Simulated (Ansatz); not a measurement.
# Tl2H4Pd: relaxing a made-up structure, part 2 of 2

Starting from a made-up structure for Tl2H4Pd, the aim is the relaxed cell, its shortest contacts and, where a second run follows, its electronic structure.

Ansatz 0.2.0; DFT, PBEsol, plane-wave PAW, files of the set soft_1, scalar-relativistic, no spin, cell and ions relaxed at zero pressure; PAW set soft_1 (the session's first sound run).

So far: The structure; Relaxation of the guess. The relaxed cell has a = 4.960, c = 8.113 Å (conventional setting).

### Step 3. Electronic structure of the relaxed cell

A second self-consistent run takes a narrower smearing and the mesh shown in its input; the bands follow along the standard path of the relaxed lattice.

This step: DFT, PBEsol, plane-wave PAW, files of the set soft_1, scalar-relativistic, no spin, bands and density of states at the relaxed cell; PAW set soft_1 (Ansatz 0.2.0).

Contents of input.yaml:

```yaml
crystal:
  lattice:
    - [-2.4798521046, 2.4798521046, 4.0566563671]
    - [2.4798521046, -2.4798521046, 4.0566563671]
    - [2.4798521046, 2.4798521046, -4.0566563671]
  atoms:
    - { symbol: Tl, position: [0.25, 0.75, 0.5] }
    - { symbol: Tl, position: [0.75, 0.25, 0.5] }
    - { symbol: Pd, position: [0.0, 0.0, 0.0] }
    - { symbol: H, position: [0.7643587713, 0.2356412287, 0.0] }
    - { symbol: H, position: [0.2356412287, 0.7643587713, 0.0] }
    - { symbol: H, position: [0.7643587713, 0.7643587713, 0.5287175425] }
    - { symbol: H, position: [0.2356412287, 0.2356412287, 0.4712824575] }
kpoints:
  mp_grid: { grid: [10, 10, 10] }
  band_path:
    path:
      - [[0.0, 0.0, 0.0], [0.0, 0.0, 0.5], [-0.18684657, 0.18684657, 0.5], [-0.34342328, 0.34342328, 0.34342328], [0.0, 0.0, 0.0], [0.5, 0.5, -0.5], [0.34342328, 0.65657672, -0.34342328], [0.0, 0.5, 0.0], [0.25, 0.25, 0.25], [0.5, 0.5, -0.18684657], [0.5, 0.5, -0.5]]
      - [[0.0, 0.0, 0.5], [0.25, 0.25, 0.25]]
    npoints: 7
scf:
  occupations: { method: fermi_dirac, width: 0.03 }
  n_extra_bands: 11
hamiltonian:
  xc: pbesol
  pseudopotentials: { kind: paw, azcp: { folder: soft_1 }, xc_functional: pbe }
output:
  forces: true
  stress: true
  write_bands: true
  dos: { projected: true }
  write_density: true
  write_potential: true
  elf: true
  volumetric_format: npy
```

On the command line:

```console
$ ansatz run input.yaml --threads 4 --pin off --max-ram 10240MiB --backend cpu --events-out ev --progress --plain --runs-dir out
```

Numbers of over 12 decimals in the logs are rounded to 6 here.

What it wrote:

```text
[...]
Crystal: 7 atoms, lattice volume = 99.788 Å³
Basis set: ecut = 420 eV, 1945 PW (Γ), exchange–correlation on 72×72×72 points (8 copies of the dense FFT grid, shifted against one another)
Bands: 35, of which v1, the nominal top of the filled ones, is band 24 counted from 1 (23 counted from 0)
Symmetry: 16 space group operations
[...]
k-points: 102 of 1000
[...]
SCF iter   1: F=—  HF=-29577.374994 eV  |F-HF|=—  |Δ(HF+E_count)|=         —  Δρ=2.72e-1  dr2=1.23e2  ethr=3.10e-3  ⟨swp⟩=6.2  Hψ=14534  notcnv=0  defer=29
[...]
SCF iter  10: F=-29563.533113 eV  HF=-29563.533113 eV  |F-HF|=3.35e-8  |Δ(HF+E_count)|=   4.19e-7  Δρ=8.58e-6  dr2=9.36e-8  ethr=2.08e-10  ⟨swp⟩=13.5  Hψ=26896  notcnv=0
SCF 1 converged in 10 iterations: F = -29563.533113 eV  dr2 = 9.36e-8
[...]
NSCF: frozen V_eff on 79 k-points
SCF converged after 10 iterations
Free energy (F): -29563.533113 eV
[...]
Internal energy: -29563.528278 eV  (E = F + TS)
E sigma→0 (E₀):  -29563.530696 eV
Entropy (-TS):   -0.004835 eV (-0.691 meV/atom)
Fermi energy:    8.165605 eV
[...]
--- Forces (eV/Å), atoms counted from 1 ---
  atom   1  Tl    -0.00000000    -0.00000000     0.00000000
  atom   2  Tl    -0.00000000    -0.00000000     0.00000000
  atom   3  Pd    -0.00000000     0.00000000    -0.00000000
  atom   4  H     -0.00084541     0.00084541     0.00000000
  atom   5  H      0.00084541    -0.00084541     0.00000000
  atom   6  H      0.00084541     0.00084541    -0.00000000
  atom   7  H     -0.00084541    -0.00084541     0.00000000
  max |Σ_I F_I| component: 2.37e-17 eV/Å
--- Stress (GPa, compression-positive) ---
        0.001524      -0.000000       0.000000
       -0.000000       0.001524      -0.000000
        0.000000      -0.000000       0.309911
  P = ⅓ Tr σ = 0.1043 GPa (1.043 kbar)
--- Band table (eV; the first three rows and the last of 102) ---
  k-point 0: bands = [... 20 lower, 5.3844, 6.2700, 6.2700, 8.9167, 10.1274, 10.2154, 10.2154, 11.0721, ... 7 higher]
  k-point 1: bands = [... 20 lower, 5.7701, 6.0993, 6.2505, 8.8141, 9.4904, 10.6408, 10.6886, 11.3733, ... 7 higher]
  k-point 2: bands = [... 20 lower, 5.7179, 6.1023, 6.1528, 8.4997, 8.6342, 10.4810, 11.2342, 11.9787, ... 7 higher]
  k-point 101: bands = [... 20 lower, 5.2947, 5.2947, 5.7306, 6.4383, 11.2747, 12.5222, 12.5222, 12.9120, ... 7 higher]
```

Elapsed: 7.9 s, on 4 threads of AMD EPYC 7B13 (Zen 3), shared host; peak memory 0.63 GiB; 29 s of CPU time.

Reading the cycles: dr2 is the Hartree energy of the density residual (eV), the measure of convergence; HF is the Harris–Foulkes estimate of the energy, which meets the free energy F at convergence.

Numbers from this step:

| Quantity | Value |
| --- | --- |
| free energy | -29563.5331 eV |
| energy at zero smearing | -29563.5307 eV |
| smearing term TS | 0.004835 eV |
| Fermi energy | 8.166 eV |
| pressure | 0.1043 GPa |

From bands.tsv, the bands that come nearest the Fermi level along the path, at its corners, in eV from the Fermi level:

| point | band 21 | band 22 | band 23 | band 24 | band 25 | band 26 | band 27 | band 28 |
| --- | --- | --- | --- | --- | --- | --- | --- | --- |
| Γ | -2.78 | -1.90 | -1.90 | 0.75 | 1.96 | 2.05 | 2.05 | 2.91 |
| X | -3.01 | -3.01 | -1.79 | -1.11 | 0.56 | 0.65 | 4.90 | 5.39 |
| Y | -2.96 | -2.75 | -2.55 | 0.14 | 1.27 | 1.58 | 4.67 | 5.69 |
| S | -2.73 | -2.68 | -2.59 | -0.88 | 3.08 | 3.62 | 4.38 | 5.16 |
| Γ | -2.78 | -1.90 | -1.90 | 0.75 | 1.96 | 2.05 | 2.05 | 2.91 |
| Z | -2.87 | -2.87 | -2.44 | -1.73 | 3.11 | 4.36 | 4.36 | 4.75 |
| S1 | -2.73 | -2.68 | -2.59 | -0.88 | 3.08 | 3.62 | 4.38 | 5.16 |
| N | -2.73 | -2.13 | -1.95 | -0.84 | 1.90 | 2.17 | 2.84 | 4.32 |
| P | -3.15 | -3.04 | -1.42 | -0.82 | -0.82 | 2.35 | 2.53 | 5.99 |
| Y1 | -2.96 | -2.75 | -2.55 | 0.14 | 1.27 | 1.58 | 4.67 | 5.69 |
| Z | -2.87 | -2.87 | -2.44 | -1.73 | 3.11 | 4.36 | 4.36 | 4.75 |
| X | -3.01 | -3.01 | -1.79 | -1.11 | 0.56 | 0.65 | 4.90 | 5.39 |
| P | -3.15 | -3.04 | -1.42 | -0.82 | -0.82 | 2.35 | 2.53 | 5.99 |

States per cell as run, both spins, in windows of 1 eV, from dos.tsv (zero at the Fermi level):

```csv
from,to,total
-8,-7,1.04
-7,-6,1.77
-6,-5,3.08
-5,-4,1.46
-4,-3,4.19
-3,-2,4.75
-2,-1,1.49
-1,0,1.66
0,1,0.82
1,2,1.03
2,3,1.65
3,4,2.36
4,5,2.26
5,6,2.97
```

Below -8 eV lie 28.6 more states.

Electrostatic potential energy in the ab plane of the cell as run, not the conventional one, at fractional z = 0.500, with atoms of Tl and H within 0.2 Å of it. With pseudopotentials it is smooth inside the atoms' cores, unlike the true potential.

Ten even steps from '0' (-35 eV) to '9' (12 eV), each cell a mean:
```
987678999999999
862114899999999
840000589974799
840000489962699
962000589997899
986435799999999
999888999999999
999999999866789
999999998411268
998559997100027
998438997200016
999879998400027
999999999853468
999999999998899
```
Columns run along a (5.4 Å; values clipped at the 3rd and 97th percentile), rows up along b (5.4 Å). Atoms in or near the plane, at fractional coordinates: Tl at (0.25, 0.75), Tl at (0.75, 0.25), H at (0.76, 0.76), H at (0.24, 0.24).

Valence density in the ab plane of the cell as run, not the conventional one, at fractional z = 0.500, with atoms of Tl and H within 0.2 Å of it. It is the smooth field of the valence electrons, not physical close to the nuclei.

Ten even steps from '0' (0.1 e/Å³) to '9' (6.1 e/Å³), each cell a mean:
```
000000000000000
002431000000000
015884100001000
015995100001000
002563100000000
000121000000000
000000000000000
000000000001000
000000000134210
000000000368620
000110000379730
000000000146520
000000000012100
000000000000000
```
Columns run along a (5.4 Å), rows up along b (5.4 Å). Atoms in or near the plane, at fractional coordinates: Tl at (0.25, 0.75), Tl at (0.75, 0.25), H at (0.76, 0.76), H at (0.24, 0.24).

ELF in the ab plane of the cell as run, not the conventional one, at fractional z = 0.500, with atoms of Tl and H within 0.2 Å of it. It is the smooth field of the valence electrons, not physical close to the nuclei.

Ten even steps from '0' (0.40 × 1e-1) to '9' (9.95 × 1e-1), each cell a mean:
```
123332100011110
233223210367521
231002321699951
231001321599961
133112321379851
023333310123320
001222100111100
001111001333320
015763113322332
138997213300133
138998313300023
125897212321133
101343101233332
011110000112221
```
Columns run along a (5.4 Å), rows up along b (5.4 Å). Atoms in or near the plane, at fractional coordinates: Tl at (0.25, 0.75), Tl at (0.75, 0.25), H at (0.76, 0.76), H at (0.24, 0.24).

### Step 4. Summary of results

| Quantity | Value |
| --- | --- |
| space group, relaxed | I4/mmm |
| conventional cell | a = 4.960, b = 4.960, c = 8.113 Å; α = 90.0°, β = 90.0°, γ = 90.0° |
| volume per atom | 14.26 Å³ (guess 11.92) |

**Reading.** Tl2H4Pd relaxes to I4/mmm with a = 4.960, b = 4.960 and c = 8.113 Å. The guessed volume was 16 % too small. The space group I4/mmm was held in the relaxation, so the end point is a stationary structure within it and may be a saddle against distortions or other arrangements. Bands cross the Fermi level, so it is a metal or semimetal at this level. On the 10×10×10 mesh with the narrower smearing (relaxed on 7×7×7) the largest force component is 0.001 eV/Å and the largest stress component is 0.310 GPa, against the relaxation's thresholds of 0.015 eV/Å and 0.05 GPa. The cutoff wasn't tested. A vector of the cell changed its length by 11 %, more than the volume shows. Spin-orbit coupling is left out, which can matter for elements this heavy. No dispersion term is used, so weakly bound directions may come out too long. The runs have no spin, and magnetism wasn't tested. Nothing here tests whether the compound is stable against decomposition.

[Logs are printed without paths, hosts, clocks, repeated set-up lines and the standing remarks that a program may print on its own settings, such as how far it seeks lower states.]

[Hosts, paths, dates, database ids (printed as entryN), source tags and the programs' standing remarks are cut or masked in the printed files.]
